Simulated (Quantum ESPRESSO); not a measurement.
# Collinear magnetic orders of La2Fe2S2O3 with Quantum ESPRESSO

Aim: find out which collinear order of La2Fe2S2O3 costs least.

Program: Quantum ESPRESSO 7.5. Level of theory: PBE with U = 4.5 eV on Fe d (ortho-atomic projectors); plane waves with GBRV 1.5 PBE potentials, no spin-orbit coupling. Results are calculated unless marked as measured.

**What experiment says.**

For La2Fe2O3S2, tetragonal layered oxychalcogenide (solid-state synthesised powder, 4 K), “Magnetic and Structural Properties of the Iron Oxychalcogenides La2O2Fe2OM2 (M= S, Se)” (2018, arxiv:1801.00342) gives, by neutron powder diffraction, magnetic Rietveld: moment (ordered Fe2+ moment) 2.32 ± 0.04 μB [moment depends on the assumed non-collinear AFM3 magnetic model].

## (1) Set-up

Symmetry: I4/mmm, No. 139, tetragonal system. Conventional cell: a = 4.048 Å, b = 4.048 Å, c = 18.184 Å, α = 90.00°, β = 90.00°, γ = 90.00°. Nearest to La lie 5 O at 2.37 to 3.31 Å and 4 S at 3.27 Å. Nearest to Fe lie 2 O at 2.02 Å and 4 S at 2.66 Å. Nearest to S lie 4 Fe at 2.66 Å and 4 La at 3.27 Å. O has 4 La at 2.37 Å nearest. Nearest to O lie 4 Fe at 2.02 Å. Farther neighbours and most contacts between anions are not listed.

The cell comes from Materials Project 2023-11-01, a database of computed structures, and need not be the stable phase.

## (2) Run 1, typed as ferro ++

The signs are those of the starting moments on the seeded atoms, the atoms that are given a moment.

Contents of pw.in:

```
&CONTROL
  calculation = 'scf'
  prefix = 'pwscf'
  outdir = './tmp'
  pseudo_dir = './pseudo'
  disk_io = 'nowf'
/
&SYSTEM
  ibrav = 0
  celldm(1) = 8
  nat = 9
  ntyp = 4
  ecutwfc = 40
  ecutrho = 280
  nbnd = 59
  occupations = 'smearing'
  smearing = 'fd'
  degauss = 0.00367493
  nspin = 2
  starting_magnetization(1) = 0
  starting_magnetization(2) = 0.25
  starting_magnetization(3) = 0
  starting_magnetization(4) = 0
/
&ELECTRONS
  conv_thr = 1.8d-08
  electron_maxstep = 150
  mixing_beta = 0.3
/
ATOMIC_SPECIES
La    138.9055 la_pbe_v1.uspp.F.UPF
Fe     55.8450 fe_pbe_v1.5.uspp.F.UPF
S      32.0600 s_pbe_v1.4.uspp.F.UPF
O      15.9990 o_pbe_v1.2.uspp.F.UPF
CELL_PARAMETERS alat
  -0.4780716549912    0.4780716549912    2.1477261805371
   0.4780716549912   -0.4780716549912    2.1477261805371
   0.4780716549912    0.4780716549912   -2.1477261805371
ATOMIC_POSITIONS crystal
La      0.1818010000    0.1818010000    0.0000000000
La      0.8181990000    0.8181990000    0.0000000000
Fe      0.5000000000    0.0000000000    0.5000000000
Fe      0.0000000000    0.5000000000    0.5000000000
S       0.4049150000    0.4049150000    0.0000000000
S       0.5950850000    0.5950850000    0.0000000000
O       0.7500000000    0.2500000000    0.5000000000
O       0.2500000000    0.7500000000    0.5000000000
O       0.0000000000    0.0000000000    0.0000000000
K_POINTS automatic
8 8 8 0 0 0
HUBBARD {ortho-atomic}
U Fe-3d 4.5000
```

Run with:

```console
> OMP_NUM_THREADS=1 mpirun -n 4 pw.x -nk 4 -in pw.in > pw.out
```

What it wrote:

```text
Program PWSCF v.7.5 starts

     Message from routine setup:
     using ibrav=0 with symmetry is DISCOURAGED, use correct ibrav instead

     K-points division:     npool     =       4
     Subspace diagonalization in iterative solution of the eigenvalue problem:

     G-vector sticks info
     --------------------
     sticks:   dense  smooth     PW     G-vecs:    dense   smooth      PW
     Sum        4123    2369    829                79499    34457    7137

     Using Slab Decomposition

     bravais-lattice index     =            0
     lattice parameter (alat)  =       8.0000  a.u.
     unit-cell volume          =    1005.2981 (a.u.)^3
     number of atoms/cell      =            9
     number of atomic types    =            4
     number of electrons       =        84.00
     number of Kohn-Sham states=           59
     kinetic-energy cutoff     =      40.0000  Ry
     charge density cutoff     =     280.0000  Ry
     scf convergence threshold =      1.8E-08
     mixing beta               =       0.3000
     number of iterations used =            8  plain     mixing
     Exchange-correlation= SLA  PW   PBE  PBE
                           (   1   4   3   4   0   0   0)
     Hubbard projectors: ortho-atomic
     Hubbard parameters of DFT+U (Dudarev formulation) in eV:
     U(Fe-3d) =  4.5000

     Internal variables: lda_plus_u =T, lda_plus_u_kind = 0

     Internal variables: orbital_resolved =F, hub_pot_fix =F, apply_U = F

     celldm(1)=   8.000000  celldm(2)=   0.000000  celldm(3)=   0.000000
     celldm(4)=   0.000000  celldm(5)=   0.000000  celldm(6)=   0.000000

     crystal axes: (cart. coord. in units of alat)
               a(1) = (  -0.478072   0.478072   2.147726 )
               a(2) = (   0.478072  -0.478072   2.147726 )
               a(3) = (   0.478072   0.478072  -2.147726 )

     reciprocal axes: (cart. coord. in units 2 pi/alat)
               b(1) = ( -0.000000  1.045868  0.232804 )
               b(2) = (  1.045868 -0.000000  0.232804 )
               b(3) = (  1.045868  1.045868  0.000000 )

     PseudoPot. # 1 for La read from file:
     la_pbe_v1.uspp.F.UPF
     Pseudo is Ultrasoft + core correction, Zval = 11.0
     Generated by new atomic code, or converted to UPF format
     Using radial grid of  995 points,  8 beta functions with:
                l(1) =   0
                l(2) =   0
                l(3) =   1
                l(4) =   1
                l(5) =   2
                l(6) =   2
                l(7) =   3
                l(8) =   3
     Q(r) pseudized with  8 coefficients,  rinner =    1.700   1.700   1.700
                                                       1.700   1.700   1.700
                                                       1.700

     PseudoPot. # 2 for Fe read from file:
     fe_pbe_v1.5.uspp.F.UPF
     Pseudo is Ultrasoft + core correction, Zval = 16.0
     Generated by new atomic code, or converted to UPF format
     Using radial grid of  861 points,  6 beta functions with:
                l(1) =   0
                l(2) =   0
                l(3) =   1
                l(4) =   1
                l(5) =   2
                l(6) =   2
     Q(r) pseudized with  8 coefficients,  rinner =    1.000   1.000   1.000
                                                       1.000   1.000

     PseudoPot. # 3 for S  read from file:
     s_pbe_v1.4.uspp.F.UPF
     Pseudo is Ultrasoft + core correction, Zval =  6.0
     Generated by new atomic code, or converted to UPF format
     Using radial grid of  907 points,  6 beta functions with:
                l(1) =   0
                l(2) =   0
                l(3) =   1
                l(4) =   1
                l(5) =   2
                l(6) =   2
     Q(r) pseudized with  8 coefficients,  rinner =    1.300   1.300   1.300
                                                       1.300   1.300

     PseudoPot. # 4 for O  read from file:
     o_pbe_v1.2.uspp.F.UPF
     Pseudo is Ultrasoft + core correction, Zval =  6.0
     Generated by new atomic code, or converted to UPF format
     Using radial grid of  737 points,  5 beta functions with:
                l(1) =   0
                l(2) =   0
                l(3) =   1
                l(4) =   1
                l(5) =   2
     Q(r) pseudized with  8 coefficients,  rinner =    0.900   0.900   0.900
                                                       0.900   0.900

     atomic species   valence    mass     pseudopotential
     La               11.00   138.90550     La( 1.00)
     Fe               16.00    55.84500     Fe( 1.00)
     S                 6.00    32.06000     S ( 1.00)
     O                 6.00    15.99900     O ( 1.00)

     Starting magnetic structure
     atomic species   magnetization
     La              0.000
     Fe              0.250
     S               0.000
     O               0.000

     16 Sym. Ops., with inversion, found

   Cartesian axes

     site n.     atom                  positions (alat units)
         1        La     tau(   1) = (  -0.0000000  -0.0000000   0.7809175  )
         2        La     tau(   2) = (   0.0000000   0.0000000   3.5145348  )
         3        Fe     tau(   3) = (   0.0000000   0.4780717   0.0000000  )
         4        Fe     tau(   4) = (   0.4780717   0.0000000   0.0000000  )
         5        S      tau(   5) = (   0.0000000   0.0000000   1.7392931  )
         6        S      tau(   6) = (   0.0000000   0.0000000   2.5561593  )
         7        O      tau(   7) = (   0.0000000   0.4780717   1.0738631  )
         8        O      tau(   8) = (   0.4780717   0.0000000   1.0738631  )
         9        O      tau(   9) = (   0.0000000   0.0000000   0.0000000  )

     number of k points=    59  Fermi-Dirac smearing, width (Ry)=  0.0037
                       cart. coord. in units 2pi/alat
        k(    1) = (   0.0000000   0.0000000   0.0000000), wk =   0.0019531
        k(    2) = (   0.1307335   0.1307335   0.0000000), wk =   0.0078125
        k(    3) = (   0.2614671   0.2614671   0.0000000), wk =   0.0078125
        k(    4) = (   0.3922006   0.3922006   0.0000000), wk =   0.0078125
        k(    5) = (  -0.5229342  -0.5229342   0.0000000), wk =   0.0039062
        [... 54 further k-points ...]

     Dense  grid:    79499 G-vectors     FFT dimensions: (  96,  96,  96)

     Smooth grid:    34457 G-vectors     FFT dimensions: (  75,  75,  75)

     Check: negative core charge=   -0.000017
     Generating pointlists ...
     new r_m :   0.2313 (alat units)  1.8503 (a.u.) for type    1
     new r_m :   0.1972 (alat units)  1.5776 (a.u.) for type    2
     new r_m :   0.2594 (alat units)  2.0750 (a.u.) for type    3
     new r_m :   0.1972 (alat units)  1.5776 (a.u.) for type    4

     Initial potential from superposition of free atoms

     starting charge      81.9358, renormalised to      84.0000

     negative rho (up, down):  7.151E-02 7.151E-02

     STARTING HUBBARD OCCUPATIONS:

     =================== HUBBARD OCCUPATIONS ===================
     ------------------------ ATOM    3 ------------------------
     Tr[ns(  3)] (up, down, total) =   5.00000  0.00000  5.00000
     Atomic magnetic moment for atom   3 =   5.00000
     [... lines left out ...]
     ------------------------ ATOM    4 ------------------------
     Tr[ns(  4)] (up, down, total) =   5.00000  0.00000  5.00000
     Atomic magnetic moment for atom   4 =   5.00000
     [... lines left out ...]
     Number of occupied Hubbard levels =   10.0000

     Atomic wfc used for Hubbard projectors are orthogonalized

     Starting wfcs are   86 randomized atomic wfcs

     Self-consistent Calculation

     iteration #  1     ecut=    40.00 Ry     beta= 0.30
     Davidson diagonalization with overlap
     ethr =  1.00E-02,  avg # of iterations =  4.7

     =================== HUBBARD OCCUPATIONS ===================
     ------------------------ ATOM    3 ------------------------
     Tr[ns(  3)] (up, down, total) =   4.95911  3.56451  8.52362
     Atomic magnetic moment for atom   3 =   1.39460
     [... lines left out ...]
     ------------------------ ATOM    4 ------------------------
     Tr[ns(  4)] (up, down, total) =   4.95911  3.56451  8.52362
     Atomic magnetic moment for atom   4 =   1.39460
     [... lines left out ...]
     Number of occupied Hubbard levels =   17.0472

     negative rho (up, down):  6.950E-02 6.941E-02

     total energy              =    -838.51405607 Ry
     estimated scf accuracy    <      30.24403927 Ry

     total magnetization       =     3.26 Bohr mag/cell
     absolute magnetization    =     3.64 Bohr mag/cell

     iteration #  2     ecut=    40.00 Ry     beta= 0.30
     Davidson diagonalization with overlap
     ethr =  1.00E-02,  avg # of iterations =  7.1

     negative rho (up, down):  1.913E-04 2.452E-04

     total energy              =    -825.80291458 Ry
     estimated scf accuracy    <     536.97860101 Ry

     total magnetization       =     0.15 Bohr mag/cell
     absolute magnetization    =     0.29 Bohr mag/cell

     iteration #  3     ecut=    40.00 Ry     beta= 0.30
     Davidson diagonalization with overlap
     ethr =  1.00E-02,  avg # of iterations =  9.3

     negative rho (up, down):  3.590E-03 3.792E-03

     total energy              =    -851.29265151 Ry
     estimated scf accuracy    <       6.20693508 Ry

     total magnetization       =     5.87 Bohr mag/cell
     absolute magnetization    =     6.02 Bohr mag/cell

     [... further iterations left out ...]

     iteration # 21     ecut=    40.00 Ry     beta= 0.30
     Davidson diagonalization with overlap
     ethr =  6.19E-10,  avg # of iterations =  2.0

     negative rho (up, down):  4.868E-02 4.993E-02

     total energy              =    -851.61910106 Ry
     estimated scf accuracy    <       0.00000075 Ry

     total magnetization       =     8.00 Bohr mag/cell
     absolute magnetization    =     8.04 Bohr mag/cell

     iteration # 22     ecut=    40.00 Ry     beta= 0.30
     Davidson diagonalization with overlap
     ethr =  6.19E-10,  avg # of iterations =  4.0

     negative rho (up, down):  4.867E-02 4.991E-02

     total energy              =    -851.61910122 Ry
     estimated scf accuracy    <       0.00000021 Ry

     total magnetization       =     8.00 Bohr mag/cell
     absolute magnetization    =     8.04 Bohr mag/cell

     iteration # 23     ecut=    40.00 Ry     beta= 0.30
     Davidson diagonalization with overlap
     ethr =  2.55E-10,  avg # of iterations =  4.0

     negative rho (up, down):  4.866E-02 4.990E-02

     total energy              =    -851.61910133 Ry
     estimated scf accuracy    <       0.00000014 Ry

     total magnetization       =     8.00 Bohr mag/cell
     absolute magnetization    =     8.04 Bohr mag/cell

     iteration # 24     ecut=    40.00 Ry     beta= 0.30
     Davidson diagonalization with overlap
     ethr =  1.66E-10,  avg # of iterations =  3.9

     negative rho (up, down):  4.867E-02 4.991E-02

     Magnetic moment per site  (integrated on atomic sphere of radius R)
     atom   1 (R=0.231)  charge=  6.1990  magn=  0.0087
     atom   2 (R=0.231)  charge=  6.1990  magn=  0.0087
     atom   3 (R=0.197)  charge= 13.2441  magn=  3.3566
     atom   4 (R=0.197)  charge= 13.2441  magn=  3.3566
     atom   5 (R=0.259)  charge=  4.7931  magn=  0.1134
     atom   6 (R=0.259)  charge=  4.7931  magn=  0.1134
     atom   7 (R=0.197)  charge=  5.5606  magn=  0.0053
     atom   8 (R=0.197)  charge=  5.5606  magn=  0.0053
     atom   9 (R=0.197)  charge=  5.5913  magn=  0.1869

     End of self-consistent calculation

     =================== HUBBARD OCCUPATIONS ===================
     ------------------------ ATOM    3 ------------------------
     Tr[ns(  3)] (up, down, total) =   4.92539  1.22622  6.15161
     Atomic magnetic moment for atom   3 =   3.69917
     [... lines left out ...]
     ------------------------ ATOM    4 ------------------------
     Tr[ns(  4)] (up, down, total) =   4.92539  1.22622  6.15161
     Atomic magnetic moment for atom   4 =   3.69917
     [... lines left out ...]
     Number of occupied Hubbard levels =   12.3032

     Number of k-points >= 100: set verbosity='high' to print the bands.

     the Fermi energy is    11.0990 ev

!    total energy              =    -851.61910136 Ry
     estimated scf accuracy    <          7.9E-09 Ry
     smearing contrib. (-TS)   =      -0.00000000 Ry
     internal energy E=F+TS    =    -851.61910136 Ry

     The total energy is F=E-TS. E is the sum of the following terms:
     one-electron contribution =    -500.20659048 Ry
     hartree contribution      =     293.78956038 Ry
     xc contribution           =    -196.49421980 Ry
     ewald contribution        =    -448.83785978 Ry
     Hubbard energy            =       0.13000831 Ry

     total magnetization       =     8.00 Bohr mag/cell
     absolute magnetization    =     8.04 Bohr mag/cell

     convergence has been achieved in  24 iterations

=------------------------------------------------------------------------------=
   JOB DONE.
=------------------------------------------------------------------------------=
```

Wall time 19 min (4 MPI ranks of Intel Xeon 6975P-C (Granite Rapids), shared host); peak memory 2.1 GiB; 75 min of CPU time.

Spin moment in the atom's sphere by atom:

```csv
atom,spin moment in the atom's sphere (μB)
La1,0.01
La2,0.01
Fe3,3.36
Fe4,3.36
S5,0.11
S6,0.11
O7,0.01
O8,0.01
O9,0.19
```

Numbers from this step:

| Quantity | Value |
| --- | --- |
| smearing term TS | 1.64e-8 eV |
| magnetization | 8 μB |
| absolute magnetization | 8.044 μB |
| final state | ferromagnetic |

Spin density in the ac plane of the conventional cell at fractional y = 0.000, with atoms of La and Fe and S and O within 0.2 Å of it.

Values in e/Å³, 24 rows by 14 columns, each cell a mean:
```
0.2 0.1 0.0 0.0 0.2 0.8 2.0 2.0 1.6 0.5 0.1 0.0 0.0 0.1
0.0 0.0 0.0 0.0 0.0 0.0 0.0 0.0 0.0 0.0 0.0 0.0 0.0 0.0
0.0 0.0 0.0 0.0 0.0 0.0 0.0 0.0 0.0 0.0 0.0 0.0 0.0 0.0
0.0 0.0 0.0 0.0 0.0 0.0 0.0 0.0 0.0 0.0 0.0 0.0 0.0 0.0
0.0 0.0 0.0 0.0 0.0 0.0 0.0 0.0 0.0 0.0 0.0 0.0 0.0 0.0
0.0 0.0 0.0 0.0 0.0 0.0 0.0 0.0 0.0 0.0 0.0 0.0 0.0 0.0
0.0 0.0 0.0 0.0 0.0 0.0 0.0 0.0 0.0 0.0 0.0 0.0 0.0 0.0
0.0 0.0 0.0 0.0 0.0 0.0 0.0 0.0 0.0 0.0 0.0 0.0 0.0 0.0
0.0 0.0 0.0 0.0 0.0 0.0 0.0 0.0 0.0 0.0 0.0 0.0 0.0 0.0
0.0 0.0 0.0 0.0 0.0 0.0 0.0 0.0 0.0 0.0 0.0 0.0 0.0 0.0
0.0 0.0 0.0 0.0 0.0 0.1 0.1 0.0 0.1 0.0 0.0 0.0 0.0 0.0
0.0 0.0 0.0 0.0 0.1 0.8 2.9 3.6 1.9 0.4 0.1 0.0 0.0 0.0
0.0 0.0 0.0 0.0 0.1 0.7 1.9 2.0 1.4 0.4 0.1 0.0 0.0 0.0
0.0 0.0 0.0 0.0 0.0 0.0 0.0 0.0 0.0 0.0 0.0 0.0 0.0 0.0
0.0 0.0 0.0 0.0 0.0 0.0 0.0 0.0 0.0 0.0 0.0 0.0 0.0 0.0
0.0 0.0 0.0 0.0 0.0 0.0 0.0 0.0 0.0 0.0 0.0 0.0 0.0 0.0
0.0 0.0 0.0 0.0 0.0 0.0 0.0 0.0 0.0 0.0 0.0 0.0 0.0 0.0
0.0 0.0 0.0 0.0 0.0 0.0 0.0 0.0 0.0 0.0 0.0 0.0 0.0 0.0
0.0 0.0 0.0 0.0 0.0 0.0 0.0 0.0 0.0 0.0 0.0 0.0 0.0 0.0
0.0 0.0 0.0 0.0 0.0 0.0 0.0 0.0 0.0 0.0 0.0 0.0 0.0 0.0
0.0 0.0 0.0 0.0 0.0 0.0 0.0 0.0 0.0 0.0 0.0 0.0 0.0 0.0
0.0 0.0 0.0 0.0 0.0 0.0 0.0 0.0 0.0 0.0 0.0 0.0 0.0 0.0
0.0 0.0 0.0 0.0 0.0 0.0 0.0 0.0 0.1 0.0 0.0 0.0 0.0 0.0
0.3 0.1 0.0 0.0 0.3 1.3 3.6 3.9 2.7 0.7 0.1 0.0 0.1 0.2
```
Columns run along a (4.0 Å), rows up along c (18.2 Å), edges of the conventional cell, whose origin can differ from the input's. Atoms in or near the plane, at fractional coordinates: La at (0.00, 0.18), La at (0.00, 0.82), Fe at (0.50, 0.50), Fe at (0.50, 0.00), S at (0.00, 0.40), S at (0.00, 0.60), O at (0.50, 0.75), O at (0.50, 0.25), O at (0.00, 0.00).

Valence density in the ac plane of the conventional cell at fractional y = 0.000, with atoms of La and Fe and S and O within 0.2 Å of it. It is the smooth field of the valence electrons, not physical close to the nuclei.

Ten steps, logarithmic in the rise over the least value, from '0' (0 e/Å³) to '9' (16 e/Å³), each cell a mean:
```
76434689853456
33222333322233
33322222222233
55543222223455
24543333334553
44434577653344
22233567643222
22222333322222
44333222223344
44443322233444
44433334333444
33334799963333
33334689853333
44433333333444
44443222233444
43332222223334
22223333332222
22234577653322
55444567643445
04543333334553
55433222223455
33222222222223
33323334332333
76534799963457
```
Columns run along a (4.0 Å), rows up along c (18.2 Å), edges of the conventional cell, whose origin can differ from the input's. Atoms in or near the plane, at fractional coordinates: La at (0.00, 0.18), La at (0.00, 0.82), Fe at (0.50, 0.50), Fe at (0.50, 0.00), S at (0.00, 0.40), S at (0.00, 0.60), O at (0.50, 0.75), O at (0.50, 0.25), O at (0.00, 0.00).

(Continued in part 2 of 2.)

[Logs and program files are shortened in this print: banners, set-up blocks, solver, clock and traceback lines can be left out without a mark of their own.]

[Logs are printed without paths, hosts, clocks, repeated set-up lines and the standing remarks that a program may print on its own settings, such as how far it seeks lower states.]

[Hosts, paths, dates, database ids (printed as entryN), source tags and the programs' standing remarks are cut or masked in the printed files.]

[Where a cell is said to come from a database of computed structures, the database is the Materials Project.]
